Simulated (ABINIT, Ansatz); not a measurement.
## CaC2 (R-3m): G0W0 on several meshes in ABINIT

Wanted: mesh dependence and cost of G0W0 for CaC2 (R-3m).

Program: ABINIT 10.8.3. Level of theory: PBEsol and many-body steps on it, plane waves. Results are calculated unless marked as measured.

## (1) Starting point

It takes space group R-3m (No. 166, trigonal). The conventional cell has a = 3.889 Å, b = 3.889 Å, c = 11.862 Å, α = 90.00°, β = 90.00°, γ = 120.00°. Ca has 6 C at 2.62 Å nearest. Nearest to C lie 1 C at 1.26 Å and 3 Ca at 2.62 Å. Farther neighbours are not listed.

Coordinates:

```cif
data_structure
_symmetry_space_group_name_H-M 'R-3m:H'
_symmetry_Int_Tables_number 166
_cell_length_a 3.8888
_cell_length_b 3.8888
_cell_length_c 11.8616
_cell_angle_alpha 90.000
_cell_angle_beta 90.000
_cell_angle_gamma 120.000
_cell_volume 155.35
loop_
_atom_site_label
_atom_site_type_symbol
_atom_site_symmetry_multiplicity
_atom_site_Wyckoff_symbol
_atom_site_fract_x
_atom_site_fract_y
_atom_site_fract_z
_atom_site_occupancy
Ca1 Ca 3 a 0.00000 0.00000 0.00000 1
C1 C 6 c 0.66667 0.33333 0.88625 1
```

The cell and positions are those that the Materials Project relaxed with its own functionals (PBE, PBE+U or r2SCAN), kept fixed.

## (2) Empty states on the mesh, 4×4×4 mesh, 134 bands

This step: ABINIT 10.8.3; DFT, PBEsol, plane waves, norm-conserving pseudopotentials.

The sums over transitions need many empty states on a uniform mesh; this step solves for them.

The input, run.abi:

```
acell 3*1.0 Angstrom
rprim 
  1.944397984288 1.122598699617 3.953874776707
  -1.944397984288 1.122598699617 3.953874776707
  -0.000000000000 -2.245197399304 3.953874776686
ntypat 2
znucl 20 6
natom 3
typat 1 2 2
xred 
  0.000000000000 0.000000000000 0.000000000000
  0.552915000000 0.552915000000 0.552915000000
  0.447085000000 0.447085000000 0.447085000000
pp_dirpath "pseudos"
pseudos "Ca.upf, C.upf"
ecut 37
ngkpt 4 4 4
nshiftk 1
shiftk 0 0 0
kptopt 1
chksymbreak 0
irdden 1
istwfk *1
nband 134
prtvol 0
optdriver 6
gwr_task "HDIAGO"
paral_kgb 0
occopt 1
indata_prefix "in"
outdata_prefix "out"
tmpdata_prefix "tmp"
```

Started as:

```bash
$ OMP_NUM_THREADS=1 mpirun -n 4 abinit run.abi > log
```

Numbers of over 12 decimals in the logs are rounded to 6 here.

The log of the run:

```text
.Version 10.8.3 of ABINIT. v10.8.2 released Aug 2026.

 Symmetries : space group R-3 m (#166); Bravais hR (rhombohedral)
[... echo of the input left out ...]
== DATASET  1 ==================================================================
-   mpi_nproc: 4, omp_nthreads: 1 (-1 if OMP is not activated)

--- !DatasetInfo
iteration_state: {dtset: 1, }
dimensions: {natom: 3, nkpt: 13, mband: 134, nsppol: 1, nspinor: 1, nspden: 1, mpw: 3777, }
cutoff_energies: {ecut:  37.0, pawecutdg:  -1.0, }
[...]
Indirect band gap semiconductor
 Fundamental gap:     2.585 (eV)
   VBM:     2.560 (eV) at k: [ 5.0000E-01,  5.0000E-01,  5.0000E-01]
   CBM:     5.145 (eV) at k: [ 5.0000E-01,  5.0000E-01,  0.0000E+00]
 Direct gap:         3.890 (eV) at k: [ 5.0000E-01,  5.0000E-01,  0.0000E+00]

== END DATASET(S) ==============================================================
================================================================================

 -outvars: echo values of variables after computation  --------
           etotal      0.0000000000E+00
            nband         134
             nkpt          13
          spgroup         166
 [... the other variables as echoed above ...]

 Calculation completed.
```

It took 3.8 min on 4 MPI ranks of Arm Neoverse N1, shared host; peak memory 3.3 GiB.

Numbers from this step:

```
gap                                                           : 2.585 eV
k of the valence top                                          : 0.5, 0.5, 0.5
k of the conduction bottom                                    : 0.5, 0.5, 0
least direct gap                                              : 3.890 eV
k points computed                                             : 13
lowest point of the top converged band, above the valence top : 90.2000 eV
```

On this mesh the gap is 2.585 eV.

The density comes from a self-consistent run that is not shown.

## (3) Screening, 4×4×4 mesh, 56 bands, screening to 114.3 eV

The RPA dielectric matrix is built and inverted for each q.

This step: RPA screening on PBEsol, plane waves, norm-conserving pseudopotentials.

run.abi, as its differences from that of step 2:

```diff
@@ -21,10 +21,11 @@
 chksymbreak 0
-irdden 1
 istwfk *1
-nband 134
-prtvol 0
-optdriver 6
-gwr_task "HDIAGO"
-paral_kgb 0
 occopt 1
+irdwfk 1
+optdriver 3
+nband 56
+ecuteps 4.2
+inclvkb 2
+awtr 1
+symchi 1
 indata_prefix "in"
```

The log of the run:

```text
.Version 10.8.3 of ABINIT. v10.8.2 released Aug 2026.

 Symmetries : space group R-3 m (#166); Bravais hR (rhombohedral)
[... echo of the input left out ...]
== DATASET  1 ==================================================================
-   mpi_nproc: 4, omp_nthreads: 1 (-1 if OMP is not activated)

--- !DatasetInfo
iteration_state: {dtset: 1, }
dimensions: {natom: 3, nkpt: 13, mband: 56, nsppol: 1, nspinor: 1, nspden: 1, mpw: 3777, }
cutoff_energies: {ecut:  37.0, pawecutdg:  -1.0, }
electrons: {nelect:   1.80000000E+01, charge:   0.00000000E+00, occopt:   1.00000000E+00, tsmear:   1.00000000E-02, }

 SCREENING: Calculation of the susceptibility and dielectric matrices

 Based on a program developped by R.W. Godby, V. Olevano, G. Onida, and L. Reining.
 Incorporated in ABINIT by V. Olevano, G.-M. Rignanese, and M. Torrent.
.Using double precision arithmetic ; gwpc =  8

[... cell and pseudopotentials left out ...]
--------------------------------------------------------------------------------

 ==== K-mesh for the wavefunctions ====
 Number of points in the irreducible wedge :    13
[... list of points left out ...]
 Together with 12 symmetry operations and time-reversal symmetry
 yields    64 points in the full Brillouin Zone.

 ==== Q-mesh for the screening function ====
 Number of points in the irreducible wedge :    13
[... list of points left out ...]
 Together with 12 symmetry operations and time-reversal symmetry
 yields    64 points in the full Brillouin Zone.

 setmesh: FFT mesh size selected  =    32x   32x   32
          total number of points  =        32768

 vcoul_init : cutoff-mode = AUXILIARY_FUNCTION
 q-points for optical limit:   1
     1)      0.000010    0.000020    0.000030

- screening: taking advantage of time-reversal symmetry
- Maximum band index for partially occupied states nbvw = 9
- Remaining bands to be divided among processors   nbcw = 47
- Number of bands treated by each node ~11

 Number of electrons calculated from density =   18.0000; Expected =   18.0000
 average of density, n =  0.051510
 r_s =    1.6673
 omega_plasma =   21.8928 [eV]

 calculating chi0 at frequencies [eV] :
  1    0.000000E+00    0.000000E+00
  2    0.000000E+00    2.189282E+01

--------------------------------------------------------------------------------
  q-point number  1        q = ( 0.000000, 0.000000, 0.000000) [r.l.u.]
--------------------------------------------------------------------------------
[... chi0 elements left out ...]
 For q-point:  0.000010 0.000020 0.000030
  dielectric constant =   3.7958
  dielectric constant without local fields =   4.7054

  Average fulfillment of the sum rule on Im[epsilon] for q-point    1 :     57.94  [%]
[... wings left out ...]
  q-point number  2        q = ( 0.250000, 0.000000, 0.000000) [r.l.u.]
--------------------------------------------------------------------------------
[... chi0 elements left out ...]
  Average fulfillment of the sum rule on Im[epsilon] for q-point    2 :     70.65  [%]

 [... 11 further q-points ...]
```

It took 43 s on 4 MPI ranks; peak memory 0.94 GiB.

This step gave:

* ε∞ with local fields, on this mesh, along the program's q direction: 3.796
* the same without local fields: 4.705
* plasma frequency: 21.89 eV
* plane waves in the screening matrix: 139

Local fields lower ε∞ by 19 %.

## (4) 4×4×4

The self-energy is evaluated for the states that the input lists, and the levels follow from it, in one-shot runs by the linearised quasiparticle equation.

This step: G0W0 on PBEsol, plane waves, norm-conserving pseudopotentials.

run.abi, as its differences from that of step 3:

```diff
@@ -24,8 +24,19 @@
 irdwfk 1
-optdriver 3
+optdriver 4
 nband 56
+gwcalctyp 0
+ecutsigx 37
+symsigma 1
+nkptgw 3
+kptgw 
+  0.5000000000 0.5000000000 0.5000000000
+  0.5000000000 0.5000000000 0.0000000000
+  0.0000000000 0.0000000000 0.0000000000
+bdgw 
+  7 11
+  8 11
+  8 11
 ecuteps 4.2
-inclvkb 2
-awtr 1
-symchi 1
+irdscr 1
+ppmodel 1
 indata_prefix "in"
```

The log of the run:

```text
.Version 10.8.3 of ABINIT. v10.8.2 released Aug 2026.

 Symmetries : space group R-3 m (#166); Bravais hR (rhombohedral)
[... echo of the input left out ...]
== DATASET  1 ==================================================================
-   mpi_nproc: 4, omp_nthreads: 1 (-1 if OMP is not activated)

--- !DatasetInfo
iteration_state: {dtset: 1, }
dimensions: {natom: 3, nkpt: 13, mband: 56, nsppol: 1, nspinor: 1, nspden: 1, mpw: 3777, }
cutoff_energies: {ecut:  37.0, pawecutdg:  -1.0, }
electrons: {nelect:   1.80000000E+01, charge:   0.00000000E+00, occopt:   1.00000000E+00, tsmear:   1.00000000E-02, }

 SIGMA: Calculation of the GW corrections

 Based on a program developped by R.W. Godby, V. Olevano, G. Onida, and L. Reining.
 Incorporated in ABINIT by V. Olevano, G.-M. Rignanese, and M. Torrent.
.Using double precision arithmetic ; gwpc =  8

[... cell and pseudopotentials left out ...]
--------------------------------------------------------------------------------

 ==== K-mesh for the wavefunctions ====
 Number of points in the irreducible wedge :    13
[... list of points left out ...]
 Together with 12 symmetry operations and time-reversal symmetry
 yields    64 points in the full Brillouin Zone.

 ==== Q-mesh for screening function ====
 Number of points in the irreducible wedge :    13
[... list of points left out ...]
 Together with 12 symmetry operations and time-reversal symmetry
 yields    64 points in the full Brillouin Zone.

 vcoul_init : cutoff-mode = AUXILIARY_FUNCTION
 q-points for optical limit:   1
     1)      0.000010    0.000020    0.000030
 setmesh: FFT mesh size selected  =    48x   48x   48
          total number of points  =       110592

 Number of electrons calculated from density =   18.0000; Expected =   18.0000
 average of density, n =  0.051510
 r_s =    1.6673
 omega_plasma =   21.8928 [eV]

 === KS Band Gaps ===
  >>>> For spin  1
   Minimum direct gap =   3.8903 [eV], located at k-point      :   0.5000  0.5000  0.0000
   Fundamental gap    =   2.5851 [eV], Top of valence bands at :   0.5000  0.5000  0.5000
                                       Bottom of conduction at :   0.5000  0.5000  0.0000
 SIGMA fundamental parameters:
 PLASMON POLE MODEL  1
 number of plane-waves for SigmaX                 3777
 number of plane-waves for SigmaC and W            139
 number of plane-waves for wavefunctions          3777
 number of bands                                    56
 number of independent spin polarizations            1
 number of spinorial components                      1
 number of k-points in IBZ                          13
 number of q-points in IBZ                          13
 number of symmetry operations                      12
 number of k-points in BZ                           64
 number of q-points in BZ                           64
 number of frequencies for dSigma/dE                 9
 frequency step for dSigma/dE [eV]                0.25
 number of omega for Sigma on real axis              0
 max omega for Sigma on real axis  [eV]           0.00
 zcut for avoiding poles [eV]                     0.10

 EPSILON^-1 parameters (SCR file):
 dimension of the eps^-1 matrix on file            139
 dimension of the eps^-1 matrix used               139
 number of plane-waves for wavefunctions          3777
 number of bands                                    56
 number of q-points in IBZ                          13
 number of frequencies                               2
 number of real frequencies                          1
 number of imag frequencies                          1

 matrix elements of self-energy operator (all in [eV])

 Perturbative Calculation

--- !SelfEnergy_ee
iteration_state: {dtset: 1, }
kpoint     : [   0.500,    0.500,    0.500, ]
spin       : 1
KS_gap     :    5.544
QP_gap     :    6.733
Delta_QP_KS:    1.189
data: !SigmaeeData |
     Band     E0 <VxcDFT>   SigX SigC(E0)      Z dSigC/dE  Sig(E)    E-E0       E
        7   1.052 -13.415 -16.390   2.117   0.784  -0.276 -14.088  -0.673   0.379
        8   1.052 -13.415 -16.390   2.117   0.784  -0.276 -14.088  -0.673   0.379
        9   2.560 -14.924 -18.845   3.216   0.777  -0.286 -15.472  -0.549   2.012
       10   8.104  -8.203  -3.942  -3.493   0.834  -0.199  -7.563   0.640   8.744
       11   8.246 -14.001  -6.893  -4.257   0.810  -0.235 -11.692   2.309  10.555

--- !SelfEnergy_ee
iteration_state: {dtset: 1, }
kpoint     : [   0.500,    0.500,    0.000, ]
spin       : 1
KS_gap     :    3.890
QP_gap     :    5.955
Delta_QP_KS:    2.065
data: !SigmaeeData |
     Band     E0 <VxcDFT>   SigX SigC(E0)      Z dSigC/dE  Sig(E)    E-E0       E
        8   1.231 -13.450 -16.535   2.115   0.785  -0.274 -14.211  -0.762   0.469
[...]
--- !SelfEnergy_ee
iteration_state: {dtset: 1, }
kpoint     : [   0.000,    0.000,    0.000, ]
spin       : 1
KS_gap     :    3.898
QP_gap     :    6.411
Delta_QP_KS:    2.513
data: !SigmaeeData |
     Band     E0 <VxcDFT>   SigX SigC(E0)      Z dSigC/dE  Sig(E)    E-E0       E
[...]
9   1.731 -13.847 -16.648   1.954   0.785  -0.273 -14.513  -0.666   1.066
       10   5.629 -12.960  -7.505  -3.172   0.809  -0.236 -11.113   1.847   7.477
       11   5.629 -12.960  -7.505  -3.172   0.809  -0.236 -11.113   1.847   7.477

== END DATASET(S) ==============================================================
================================================================================

 -outvars: echo values of variables after computation  --------
           etotal      0.0000000000E+00
            nband          56
             nkpt          13
          spgroup         166
 [... the other variables as echoed above ...]

 Calculation completed.
```

It took 12 s on 4 MPI ranks; peak memory 0.82 GiB.

This step gave:

```
G0W0 gap on the points computed              : 4.575 eV
starting gap on the mesh                     : 2.585 eV
k of the valence top                         : 0.5, 0.5, 0.5
k of the conduction bottom                   : 0.5, 0.5, 0
Z at the valence top                         : 0.777
Z at the conduction bottom                   : 0.815
least direct G0W0 gap on the computed points : 5.955 eV
```

The gap on the mesh goes from 2.59 eV to 4.57 eV, a correction of +1.99 eV.

## (5) Empty states on the mesh, 6×6×6 mesh, 60 bands

This step: DFT, PBEsol, plane waves, norm-conserving pseudopotentials.

The input, run.abi:

```
acell 3*1.0 Angstrom
rprim 
  1.944397984288 1.122598699617 3.953874776707
  -1.944397984288 1.122598699617 3.953874776707
  -0.000000000000 -2.245197399304 3.953874776686
ntypat 2
znucl 20 6
natom 3
typat 1 2 2
xred 
  0.000000000000 0.000000000000 0.000000000000
  0.552915000000 0.552915000000 0.552915000000
  0.447085000000 0.447085000000 0.447085000000
pp_dirpath "pseudos"
pseudos "Ca.upf, C.upf"
ecut 37
ngkpt 6 6 6
nshiftk 1
shiftk 0 0 0
kptopt 1
chksymbreak 0
iscf -2
irdden 1
istwfk *1
nband 60
nbdbuf 4
tolwfr 1e-09
nstep 60
prtvol 0
indata_prefix "in"
outdata_prefix "out"
tmpdata_prefix "tmp"
```

The log of the run:

```text
.Version 10.8.3 of ABINIT. v10.8.2 released Aug 2026.

 Symmetries : space group R-3 m (#166); Bravais hR (rhombohedral)
[... echo of the input left out ...]
== DATASET  1 ==================================================================
-   mpi_nproc: 4, omp_nthreads: 1 (-1 if OMP is not activated)

--- !DatasetInfo
iteration_state: {dtset: 1, }
dimensions: {natom: 3, nkpt: 32, mband: 60, nsppol: 1, nspinor: 1, nspden: 1, mpw: 3777, }
cutoff_energies: {ecut:  37.0, pawecutdg:  -1.0, }
[...]
1.37557    1.38451    1.40604    1.47031    1.47031    1.56150    1.56150    1.61822
   1.64890    1.66913    1.68195    1.75158    1.75158    1.75180    1.75549    1.75549
   1.82547    1.82547    1.85256    1.89759
 prteigrs : prtvol=0 or 1, do not print more k-points.

== END DATASET(S) ==============================================================
================================================================================

 -outvars: echo values of variables after computation  --------
            nband          60
             nkpt          32
          spgroup         166
 [... the other variables as echoed above ...]

 Calculation completed.
```

It took 63 s on 4 MPI ranks; peak memory 0.38 GiB.

This step gave:

```
gap                                                           : 2.585 eV
k of the valence top                                          : 0.5, 0.5, 0.5
k of the conduction bottom                                    : 0.5, 0.5, 0
least direct gap                                              : 3.889 eV
k points computed                                             : 32
lowest point of the top converged band, above the valence top : 45.21 eV
```

On this mesh the gap is 2.585 eV.

[end of part 1 of 2]

[Paths, hosts, dates, memory and timing lines, banners, echoed tables and standing remarks are left out of the program output.]

[Logs are printed without paths, hosts, clocks, repeated set-up lines and the standing remarks that a program may print on its own settings, such as how far it seeks lower states.]

[Runs of the session that timed out or met a known fault of the program may be left out.]

[Hosts, paths, dates, database ids (printed as entryN), source tags and the programs' standing remarks are cut or masked in the printed files.]

[G0W0 gaps are taken among the corrected bands and points alone; a level outside them can change the order at an edge.]

[Where Ansatz stands beside ABINIT at settings called matched, ABINIT's density can come from a denser mesh and the files from another edition; pairs whose starting gaps differed by over 0.03 eV were left out, so agreement reads better than it is.]
